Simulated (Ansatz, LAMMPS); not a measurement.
## Structural relaxation of glassy 58SiO2-23Al2O3-8K2O-8MgO-4Sc2O3 (mol %) (90 atoms)

How does glassy 58SiO2-23Al2O3-8K2O-8MgO-4Sc2O3 (mol %) (90 atoms) relax, and what do bonds, charges and levels look like afterwards?

Program: Ansatz 0.2.0. Level of theory: Kohn-Sham DFT, PBE, PAW (set soft_2), plane waves. Results are calculated unless marked as measured.

## 1. Set-up

The cell holds 90 atoms: 15 Si, 12 Al, 4 K, 2 Mg, 2 Sc and 55 O. Cell: a = 10.393 Å, b = 10.393 Å, c = 10.393 Å, α = 90.0°, β = 90.0°, γ = 90.0°. 90 atoms (15 Si, 12 Al, 4 K, 2 Mg, 2 Sc, 55 O) placed at random at 2.59 g/cm³, melted at 4000 K for 10 ps at fixed volume with the Morse and Coulomb pair potential with partial charges (Pedone, Malavasi, Menziani, Cormack and Segre, J. Phys. Chem. B 110, 11780 (2006)). Quenched from 4000 K to 300 K at 10 K/ps and fixed volume, held 10 ps at zero pressure, then minimised at fixed cell.

Limits known from the start: The quench rate of 10 K/ps far exceeds what a furnace or splat quench reaches, so expect more defects and frozen-in strain than in a real sample. The starting topology of bonds comes from the classical model. The Brillouin zone is sampled at Γ only, in a cell whose shortest periodic width is 10 Å.

## 2. Single point at the start

The forces at the start show how far the geometry lies from a minimum of this functional.

The input, input.yaml:

```yaml
crystal:
  lattice:
    - [10.39302, 0.0, 0.0]
    - [0.0, 10.39302, 0.0]
    - [0.0, 0.0, 10.39302]
  atoms:
    - { symbol: Si, position: [0.02858, 0.50235, 0.41234] }
    - { symbol: Si, position: [0.2229, 0.01188, 0.56147] }
    - { symbol: Si, position: [0.39814, 0.38627, 0.63223] }
    - { symbol: Si, position: [0.83478, 0.76579, 0.63056] }
    [... 80 atom lines left out ...]
    - { symbol: O, position: [0.23941, 0.67629, 0.66908] }
    - { symbol: O, position: [0.75151, 0.22871, 0.91466] }
    - { symbol: O, position: [0.76977, 0.82224, 0.75773] }
    - { symbol: O, position: [0.91806, 0.37588, 0.02229] }
    - { symbol: O, position: [0.07824, 0.07112, 0.59388] }
    - { symbol: O, position: [0.52327, 0.32575, 0.0151] }
kpoints:
  mp_grid: { grid: [1, 1, 1] }
hamiltonian:
  xc: pbe
scf:
  occupations: { method: fixed }
output:
  forces: true
  stress: true
  populations: true
  dos:
    method: { smearing: { sigma: 0.15 } }
    de: 0.1
    projected: { site_lists: { Al: [Al], K: [K], Mg: [Mg], O: [O], Sc: [Sc] } }
  eigenvalues: true
```

Launch:

```
$ ansatz run input.yaml --threads 4 --pin off --max-ram 8192MiB --backend cpu --events-out ev --progress --plain --runs-dir out
```

The job ended after 14 s (4 threads of Arm Neoverse V2, shared host; peak memory 1.5 GiB).

Numbers from this run:

```
free energy                                      : -61573.0802 eV
free energy per atom                             : -684.1453 eV/atom
SCF cycles                                       : 10
pressure                                         : 7.985 GPa
r.m.s. force component                           : 0.8423 eV/Å
longest force                                    : 3.547 eV/Å
Fermi energy                                     : 4.875 eV
gap (highest filled to lowest empty level) : 3.267 eV
spilling of the projection                       : 0.01007
```

The r.m.s. force component of 0.84 eV/Å and the pressure of 8.0 GPa set the starting point.

Neighbours are counted within 2.16 Å (O-Si), 2.43 Å (O-Al), 3.15 Å (O-K), 2.58 Å (O-Mg), 2.76 Å (O-Sc).

Length of the force by element and coordination:

| element | coordination | atoms | mean length of the force (eV/Å) | spread | least | most |
| --- | --- | --- | --- | --- | --- | --- |
| Al | all | 12 | 0.985 | 0.391 | 0.353 | 1.65 |
| Al | 4 | 10 | 1.06 | 0.371 | 0.391 | 1.65 |
| Al | 5 | 2 | 0.624 | 0.271 | 0.353 | 0.894 |
| K | all | 4 | 0.595 | 0.236 | 0.321 | 0.847 |
| K | 5 | 2 | 0.566 | 0.245 | 0.321 | 0.811 |
| K | 6 | 1 | 0.401 | 0 | 0.401 | 0.401 |
| K | 7 | 1 | 0.847 | 0 | 0.847 | 0.847 |
| Mg | all | 2 | 0.692 | 0.0213 | 0.671 | 0.714 |
| Mg | 3 | 1 | 0.671 | 0 | 0.671 | 0.671 |
| Mg | 5 | 1 | 0.714 | 0 | 0.714 | 0.714 |
| O | all | 55 | 1.42 | 0.609 | 0.343 | 3.55 |
| O | 2 | 20 | 1.23 | 0.449 | 0.386 | 2.31 |
| O | 3 | 30 | 1.59 | 0.673 | 0.343 | 3.55 |
| O | 4 | 5 | 1.19 | 0.438 | 0.618 | 1.96 |
| Sc | all | 2 | 1.73 | 0.056 | 1.68 | 1.79 |
| Sc | 4 | 1 | 1.79 | 0 | 1.79 | 1.79 |
| Sc | 5 | 1 | 1.68 | 0 | 1.68 | 1.68 |
| Si | all | 15 | 1.49 | 0.525 | 0.619 | 2.75 |

## 3. Cell and atoms relaxed

The cell is relaxed with the atoms, since the starting lattice needn't suit this functional.

input.yaml, the sections that differ from step 2:

```yaml
output:
  forces: true
relax:
  f_tol: 0.05
  max_steps: 200
  cell: {}
# crystal, kpoints, hamiltonian, scf: as in step 2
```

Wall time 3.5 min (4 threads); peak memory 1.4 GiB.

Relaxation path (22 of 26):

| step | energy less that of the first step (eV) | largest force component (eV/Å) | pressure (GPa) | volume (Å³) |
| --- | --- | --- | --- | --- |
| 1 | 0.0000 | 2.7693 | 7.99 | 1122.60 |
| 2 | -2.4227 | 1.8297 | 4.21 | 1143.74 |
| 3 | -3.6720 | 0.7674 | -0.66 | 1175.02 |
| 5 | -4.0168 | 0.2135 | -0.33 | 1172.51 |
| 6 | -4.1366 | 0.1973 | 0.15 | 1172.24 |
| 7 | -4.1654 | 0.1054 | 0.03 | 1172.97 |
| 8 | -4.1820 | 0.2429 | -0.13 | 1175.12 |
| 9 | -4.2234 | 0.2084 | -0.06 | 1175.27 |
| 11 | -4.3591 | 0.2134 | -0.04 | 1178.17 |
| 12 | -4.4082 | 0.1512 | -0.04 | 1178.39 |
| 13 | -4.4430 | 0.1263 | -0.11 | 1178.04 |
| 14 | -4.4593 | 0.1133 | 0.01 | 1177.42 |
| 15 | -4.4533 | 0.3156 | -0.03 | 1182.57 |
| 16 | -4.4693 | 0.1196 | 0.08 | 1180.74 |
| 18 | -4.4718 | 0.0398 | 0.00 | 1181.09 |
| 19 | -4.4712 | 0.0371 | -0.03 | 1181.88 |
| 20 | -4.7741 | 0.0364 | 0.42 | 1181.88 |
| 21 | -4.6967 | 0.2759 | -0.31 | 1197.43 |
| 22 | -4.7646 | 0.0675 | -0.05 | 1190.47 |
| 24 | -4.7621 | 0.0258 | -0.03 | 1192.12 |
| 25 | -4.7631 | 0.0333 | -0.01 | 1192.23 |
| 26 | -4.7999 | 0.0333 | 0.01 | 1192.23 |

Relaxation steps 17, 21 were tried and not accepted.

| cell as run | before | after | change |
| --- | --- | --- | --- |
| a (Å) | 10.393 | 10.381 | -0.1 % |
| b (Å) | 10.393 | 10.816 | +4.1 % |
| c (Å) | 10.393 | 10.623 | +2.2 % |
| α (°) | 90.00 | 91.31 | +1.5 % |
| β (°) | 90.00 | 90.90 | +1.0 % |
| γ (°) | 90.00 | 90.28 | +0.3 % |
| volume (Å³/atom) | 12.47 | 13.25 | +6.2 % |

The atoms that moved most (Å, as changes of fractional coordinates times the final cell):

| atom | dx | dy | dz | length |
| --- | --- | --- | --- | --- |
| K29 | 0.175 | -0.429 | 1.400 | 1.474 |
| O61 | 0.431 | -0.743 | 0.447 | 0.968 |
| O48 | 0.166 | -0.547 | -0.563 | 0.802 |
| O41 | -0.368 | -0.519 | 0.012 | 0.636 |
| O51 | -0.357 | -0.482 | -0.167 | 0.623 |
| O68 | 0.525 | 0.026 | -0.290 | 0.600 |
| Si10 | -0.170 | -0.540 | 0.031 | 0.567 |
| Si9 | -0.289 | 0.007 | 0.417 | 0.508 |

The relaxation changed the energy by -53.3 meV/atom, and atoms moved by 0.34 Å r.m.s., 1.5 Å at most.

## 4. Local order after relaxation

Bonds before and after, by the cutoffs listed below:

| pair | bonds before | bonds after | mean before (Å) | mean after (Å) | spread before (Å) | spread after (Å) |
| --- | --- | --- | --- | --- | --- | --- |
| O-Si | 60 | 60 | 1.613 | 1.644 | 0.057 | 0.040 |
| O-Al | 50 | 49 | 1.782 | 1.800 | 0.091 | 0.082 |
| O-K | 30 | 28 | 2.902 | 2.841 | 0.237 | 0.202 |
| O-Mg | 8 | 8 | 2.099 | 2.067 | 0.078 | 0.103 |
| O-Sc | 9 | 9 | 2.042 | 2.087 | 0.061 | 0.182 |

Density 2.67 g/cm³, 13.25 Å³ an atom.

g(r), total and by pair (bins of 0.2 Å):

| r (Å) | total | O-O | O-Si | O-Al | O-K | O-Mg | O-Sc |
| --- | --- | --- | --- | --- | --- | --- | --- |
| 1.50 | 0.33 | 0.00 | 1.62 | 0.00 | 0.00 | 0.00 | 0.00 |
| 1.70 | 3.47 | 0.00 | 11.19 | 7.31 | 0.00 | 0.00 | 0.00 |
| 1.90 | 0.72 | 0.00 | 0.00 | 3.27 | 0.00 | 2.33 | 4.66 |
| 2.10 | 0.29 | 0.00 | 0.00 | 0.34 | 0.00 | 5.79 | 2.87 |
| 2.30 | 0.02 | 0.00 | 0.00 | 0.00 | 0.00 | 0.00 | 0.83 |
| 2.50 | 0.22 | 0.43 | 0.00 | 0.00 | 0.68 | 0.00 | 0.70 |
| 2.70 | 1.79 | 4.29 | 0.00 | 0.09 | 3.30 | 0.00 | 0.00 |
| 2.90 | 1.10 | 2.06 | 0.07 | 0.26 | 1.82 | 0.00 | 0.52 |
| 3.10 | 1.09 | 1.12 | 0.24 | 0.52 | 1.58 | 0.90 | 0.00 |
| 3.30 | 1.05 | 0.79 | 0.79 | 0.93 | 0.40 | 1.54 | 0.40 |
| 3.50 | 1.00 | 0.77 | 1.22 | 1.29 | 1.06 | 0.36 | 0.71 |
| 3.70 | 0.88 | 0.57 | 1.44 | 0.95 | 0.47 | 1.88 | 0.32 |
| 3.90 | 0.96 | 0.53 | 1.20 | 1.36 | 1.54 | 1.69 | 1.14 |
| 4.10 | 1.23 | 0.67 | 1.98 | 1.71 | 1.16 | 0.78 | 2.34 |
| 4.30 | 1.17 | 0.86 | 1.75 | 1.62 | 0.82 | 1.17 | 0.93 |
| 4.50 | 0.93 | 0.79 | 0.88 | 1.21 | 1.28 | 1.06 | 1.47 |
| 4.70 | 0.91 | 0.96 | 0.84 | 0.98 | 0.68 | 0.96 | 0.98 |
| 4.90 | 1.00 | 1.27 | 0.62 | 0.60 | 1.70 | 0.91 | 1.09 |
| 5.10 | 1.01 | 1.29 | 0.73 | 0.80 | 1.15 | 0.67 | 0.83 |

Bonds by pair of elements; cutoffs follow the first minimum of g(r), held within bounds set by covalent radii, and pairs that aren't listed don't count as bonded:

| pair A-B | cutoff (Å) | bonds | mean length (Å) | spread (Å) | shortest (Å) | B about A | A about B |
| --- | --- | --- | --- | --- | --- | --- | --- |
| O-Si | 2.12 | 60 | 1.64 | 0.04 | 1.59 | 1.09 | 4 |
| O-Al | 2.43 | 49 | 1.8 | 0.082 | 1.69 | 0.891 | 4.08 |
| O-K | 3.33 | 28 | 2.84 | 0.202 | 2.50 | 0.509 | 7 |
| O-Mg | 2.58 | 8 | 2.07 | 0.103 | 1.86 | 0.145 | 4 |
| O-Sc | 2.76 | 9 | 2.09 | 0.182 | 1.89 | 0.164 | 4.5 |

How many atoms have how many bonded neighbours:

| element | mean | 2 | 3 | 4 | 5 | 7 | 9 |
| --- | --- | --- | --- | --- | --- | --- | --- |
| Al | 4.08 | 0 | 0 | 11 | 1 | 0 | 0 |
| K | 7 | 0 | 0 | 0 | 1 | 2 | 1 |
| Mg | 4 | 0 | 1 | 0 | 1 | 0 | 0 |
| O | 2.8 | 17 | 32 | 6 | 0 | 0 | 0 |
| Sc | 4.5 | 0 | 0 | 1 | 1 | 0 | 0 |
| Si | 4 | 0 | 0 | 15 | 0 | 0 | 0 |

Bond angles, per cent of each kind in bins of 5°:

| angle (°) | O-Si-O | O-Al-O | Al-O-Si | K-O-Si |
| --- | --- | --- | --- | --- |
| 75–80 | 0.0 | 1.3 | 0.0 | 0.0 |
| 80–85 | 0.0 | 1.3 | 0.0 | 0.0 |
| 85–90 | 0.0 | 2.6 | 0.0 | 6.2 |
| 90–95 | 0.0 | 2.6 | 0.0 | 18.8 |
| 95–100 | 2.2 | 7.9 | 0.0 | 21.9 |
| 100–105 | 10.0 | 17.1 | 0.0 | 12.5 |
| 105–110 | 43.3 | 30.3 | 2.8 | 9.4 |
| 110–115 | 36.7 | 10.5 | 5.6 | 6.2 |
| 115–120 | 7.8 | 13.2 | 8.3 | 9.4 |
| 120–125 | 0.0 | 6.6 | 11.1 | 3.1 |
| 125–130 | 0.0 | 1.3 | 16.7 | 3.1 |
| 130–135 | 0.0 | 4.0 | 5.6 | 6.2 |
| 135–140 | 0.0 | 0.0 | 13.9 | 0.0 |
| 140–145 | 0.0 | 0.0 | 13.9 | 3.1 |
| 145–150 | 0.0 | 0.0 | 5.6 | 0.0 |
| 150–155 | 0.0 | 0.0 | 5.6 | 0.0 |
| 155–160 | 0.0 | 0.0 | 0.0 | 0.0 |
| 160–165 | 0.0 | 0.0 | 5.6 | 0.0 |
| 165–170 | 0.0 | 1.3 | 2.8 | 0.0 |
| 170–175 | 0.0 | 0.0 | 2.8 | 0.0 |

Bond angles (no mean is given where the spread exceeds 20°):

| angle | count | mean (°) | spread (°) |
| --- | --- | --- | --- |
| O-Si-O | 90 | 109 | 4.3 |
| O-Al-O | 76 | 109 | 12.4 |
| Al-O-Si | 36 | 135 | 15.6 |
| K-O-Si | 32 | 106 | 13.8 |

Oxygen atoms by the number of network formers (Si, P, Ge, B, Al, As, Ga) bound to them:

| network formers bound to O | O atoms | per cent |
| --- | --- | --- |
| 0 | 0 | 0 |
| 1 | 6 | 10.9 |
| 2 | 44 | 80 |
| 3 | 5 | 9.1 |

Network units: each former by its oxygen neighbours and how many of them bridge to another former:

| former | O neighbours | bridging O | atoms |
| --- | --- | --- | --- |
| Si | 4 | 3 | 5 |
| Si | 4 | 4 | 10 |
| Al | 4 | 3 | 1 |
| Al | 4 | 4 | 10 |
| Al | 5 | 5 | 1 |

Bond length by coordination (bonds to H left out):

| element | coordination | atoms | mean bond length (Å) |
| --- | --- | --- | --- |
| Al | 4 | 11 | 1.78 |
| Al | 5 | 1 | 1.93 |
| K | 5 | 1 | 2.69 |
| K | 7 | 2 | 2.86 |
| K | 9 | 1 | 2.89 |
| Mg | 3 | 1 | 1.99 |
| Mg | 5 | 1 | 2.11 |
| O | 2 | 17 | 1.67 |
| O | 3 | 32 | 1.99 |
| O | 4 | 6 | 2.25 |
| Sc | 4 | 1 | 1.98 |
| Sc | 5 | 1 | 2.17 |

Rings of the network by King's shortest-path rule, up to 12 atoms, one path for each pair of neighbours; H, halogens, alkali and alkaline-earth atoms are left out, and the last column divides by all other atoms, bonded or not:

| ring size (atoms) | rings | per network atom |
| --- | --- | --- |
| 4 | 1 | 0.012 |
| 6 | 5 | 0.06 |
| 8 | 15 | 0.179 |
| 10 | 23 | 0.274 |
| 12 | 18 | 0.214 |

First main peaks of g(r), for some of the pairs, lie near 2.7 Å (O-O), 1.6 Å (O-Si), 1.8 Å (O-Al), 2.6 Å (O-K), 2.1 Å (O-Mg) and 2.0 Å (O-Sc). With the cutoffs above, 92 % of Al atoms have 4, 50 % of K atoms have 7, 50 % of Mg atoms have 3 and as many 5 and 58 % of O atoms have 3 bonded neighbours. The O-Si-O angle averages 109° with a spread of 4°. Counting bonds to Si and Al alone, not to Sc, 80 % of the oxygens join two of these atoms and 11 % one; 9 % join three. The commonest Si unit has 4 oxygens, 4 of them shared with other formers (10 of 15 atoms). Rings of 10 atoms are the most common (37 % of those counted); sizes run from 4 to 12, where the search stops.

## 5. Single point at the relaxed geometry

One more single point at the end of the walk gives the fuller output and checks the residual forces.

The input, input.yaml:

```yaml
crystal:
  lattice:
    - [10.38044, -0.0262, -0.08225]
    - [-0.0262, 10.81529, -0.12307]
    - [-0.08225, -0.12307, 10.62171]
  atoms:
    - { symbol: Si, position: [0.02115, 0.51533, 0.44082] }
    - { symbol: Si, position: [0.23096, 0.99713, 0.56635] }
    - { symbol: Si, position: [0.42095, 0.38859, 0.63426] }
    - { symbol: Si, position: [0.82743, 0.77921, 0.64062] }
    [... 80 atom lines left out ...]
    - { symbol: O, position: [0.24269, 0.67513, 0.67334] }
    - { symbol: O, position: [0.7415, 0.22148, 0.90078] }
    - { symbol: O, position: [0.76976, 0.85257, 0.76437] }
    - { symbol: O, position: [0.90213, 0.38695, 0.98547] }
    - { symbol: O, position: [0.07899, 0.05794, 0.57924] }
    - { symbol: O, position: [0.51652, 0.3257, 0.01268] }
kpoints:
  mp_grid: { grid: [1, 1, 1] }
hamiltonian:
  xc: pbe
scf:
  occupations: { method: fixed }
output:
  forces: true
  stress: true
  populations: true
  dos:
    method: { smearing: { sigma: 0.08 } }
    de: 0.1
    projected: { site_lists: { Al: [Al], K: [K], Mg: [Mg], O: [O], Sc: [Sc] } }
  eigenvalues: true
  write_density: true
  write_potential: true
  volumetric_format: npy
  elf: true
```

It took 15 s on 4 threads; peak memory 1.5 GiB; 58 s of CPU time.

Read from the output:

- free energy: -61577.8801 eV
- free energy per atom: -684.1987 eV/atom
- SCF cycles: 10
- pressure: 0.01065 GPa
- r.m.s. force component: 0.00672 eV/Å
- longest force: 0.03731 eV/Å
- Fermi energy: 3.862 eV
- gap (highest filled to lowest empty level): 3.619 eV
- spilling of the projection: 0.01002

Löwdin charges by element and coordination (they lack the spilled electrons, 0.056 e an atom on average):

| element | coordination | atoms | mean charge (e) | spread | least | most |
| --- | --- | --- | --- | --- | --- | --- |
| Al | all | 12 | 1.34 | 0.0164 | 1.31 | 1.37 |
| Al | 4 | 11 | 1.34 | 0.0171 | 1.31 | 1.37 |
| Al | 5 | 1 | 1.33 | 0 | 1.33 | 1.33 |
| K | all | 4 | 0.882 | 0.0052 | 0.877 | 0.890 |
| K | 5 | 1 | 0.882 | 0 | 0.882 | 0.882 |
| K | 7 | 2 | 0.884 | 0.0062 | 0.877 | 0.890 |
| K | 9 | 1 | 0.877 | 0 | 0.877 | 0.877 |
| Mg | all | 2 | 1.67 | 0.0026 | 1.67 | 1.67 |
| Mg | 3 | 1 | 1.67 | 0 | 1.67 | 1.67 |
| Mg | 5 | 1 | 1.67 | 0 | 1.67 | 1.67 |
| O | all | 55 | -0.837 | 0.0552 | -1.05 | -0.750 |
| O | 2 | 17 | -0.821 | 0.029 | -0.896 | -0.775 |
| O | 3 | 32 | -0.831 | 0.0485 | -0.978 | -0.750 |
| O | 4 | 6 | -0.910 | 0.0817 | -1.05 | -0.803 |
| Sc | all | 2 | 1.31 | 0.0414 | 1.26 | 1.35 |
| Sc | 4 | 1 | 1.26 | 0 | 1.26 | 1.26 |
| Sc | 5 | 1 | 1.35 | 0 | 1.35 | 1.35 |
| Si | all | 15 | 1.70 | 0.0192 | 1.67 | 1.73 |

Density of states as counts of states in windows of 1 eV (from the Fermi level), total and the larger projections:

| from (eV) | to (eV) | total | O p |
| --- | --- | --- | --- |
| -10 | -9 | 0.0 | 0.0 |
| -9 | -8 | 8.0 | 5.3 |
| -8 | -7 | 10.1 | 6.9 |
| -7 | -6 | 19.0 | 13.8 |
| -6 | -5 | 28.3 | 21.5 |
| -5 | -4 | 43.0 | 33.9 |
| -4 | -3 | 47.7 | 40.4 |
| -3 | -2 | 58.8 | 53.2 |
| -2 | -1 | 70.3 | 65.9 |
| -1 | 0 | 43.2 | 41.4 |
| 0 | 1 | 1.7 | 1.6 |
| 1 | 3 | 0.0 | 0.0 |
| 3 | 4 | 2.6 | 0.1 |
| 4 | 5 | 10.7 | 1.0 |

The curve was stored every 0.100 eV, coarse against its broadening of 0.08 eV, so these counts are rough.

With fixed occupations the program's Fermi level is the highest filled level; weight inside the gap is the broadening of levels at its edges.

Between -26 and -10 eV lie 134 more states.

The stored curve holds about 464 of the 504 electrons; the rest, give or take the few that broadening carries across the Fermi level, lie in deeper levels below its range.

Not all projections were asked for or kept, so they needn't add up to the total.

The levels nearest the highest filled one (over half full), pooled over k-points and spins:

| level less the highest filled one (eV) | occupation |
| --- | --- |
| -0.414 | 2 |
| -0.358 | 2 |
| -0.293 | 2 |
| -0.181 | 2 |
| -0.0624 | 2 |
| 0 | 2 |
| 3.62 | 0 |
| 4.01 | 0 |
| 4.34 | 0 |
| 4.63 | 0 |
| 4.79 | 0 |
| 4.83 | 0 |

Mean Löwdin charges: Al +1.34, K +0.88, Mg +1.67, O -0.84, Sc +1.31, Si +1.70 e (they miss 1.0 % of the electrons, so they add up to more than the cell's charge).

Runs without a result: total_charge = 1 (refused).

1 further run on a deliberately doubtful input is not shown.

## 6. Outcome

- energy change in the relaxation: -53.33 meV/atom
- r.m.s. displacement: 0.345 Å
- largest displacement: 1.474 Å
- free energy per atom: -684.1987 eV/atom
- pressure: 0.01065 GPa
- r.m.s. force component: 0.00672 eV/Å
- gap (highest filled to lowest empty level): 3.619 eV
- wall time of the 3 DFT runs: 4 min

Relaxation lowers the energy by 53.3 meV/atom and moves atoms by 0.34 Å r.m.s.; the r.m.s. force component goes from 0.84 to 0.0067 eV/Å, the pressure goes from 8.0 to 0.011 GPa, and the gap from 3.27 to 3.62 eV. Displacements are taken in the final cell, so they leave out its strain. By the final cutoffs 7 of 157 bonded pairs parted and 4 joined. The cell grew by 6.2 % in volume. First to last step the energy falls by 4.800 eV; the largest move, 1.47 Å, is that of K29. The O-K bonds change most in mean length: from 2.902 Å (spread 0.237) to 2.841 Å (spread 0.202), and their number from 30 to 28. With the cutoffs above, 92 % of Al atoms have 4, 50 % of K atoms have 7, 50 % of Mg atoms have 3 and as many 5 and 58 % of O atoms have 3 bonded neighbours. Counting bonds to Si and Al alone, not to Sc, 80 % of the oxygens join two of these atoms and 11 % one; 9 % join three. Between filled and empty levels lie 3.62 eV (at Γ alone); a semilocal functional tends to put such gaps too low. In a disordered cell it changes from sample to sample, and tail or defect levels can set it.

Caveats: The network of bonds at the start is that of the classical potential that made the cell; in DFT 7 of its 157 bonded pairs passed out of the cutoffs and 4 came within them.

[Logs are printed without paths, hosts, clocks, repeated set-up lines and the standing remarks that a program may print on its own settings, such as how far it seeks lower states.]

[Hosts, paths, dates, database ids (printed as entryN), source tags and the programs' standing remarks are cut or masked in the printed files.]
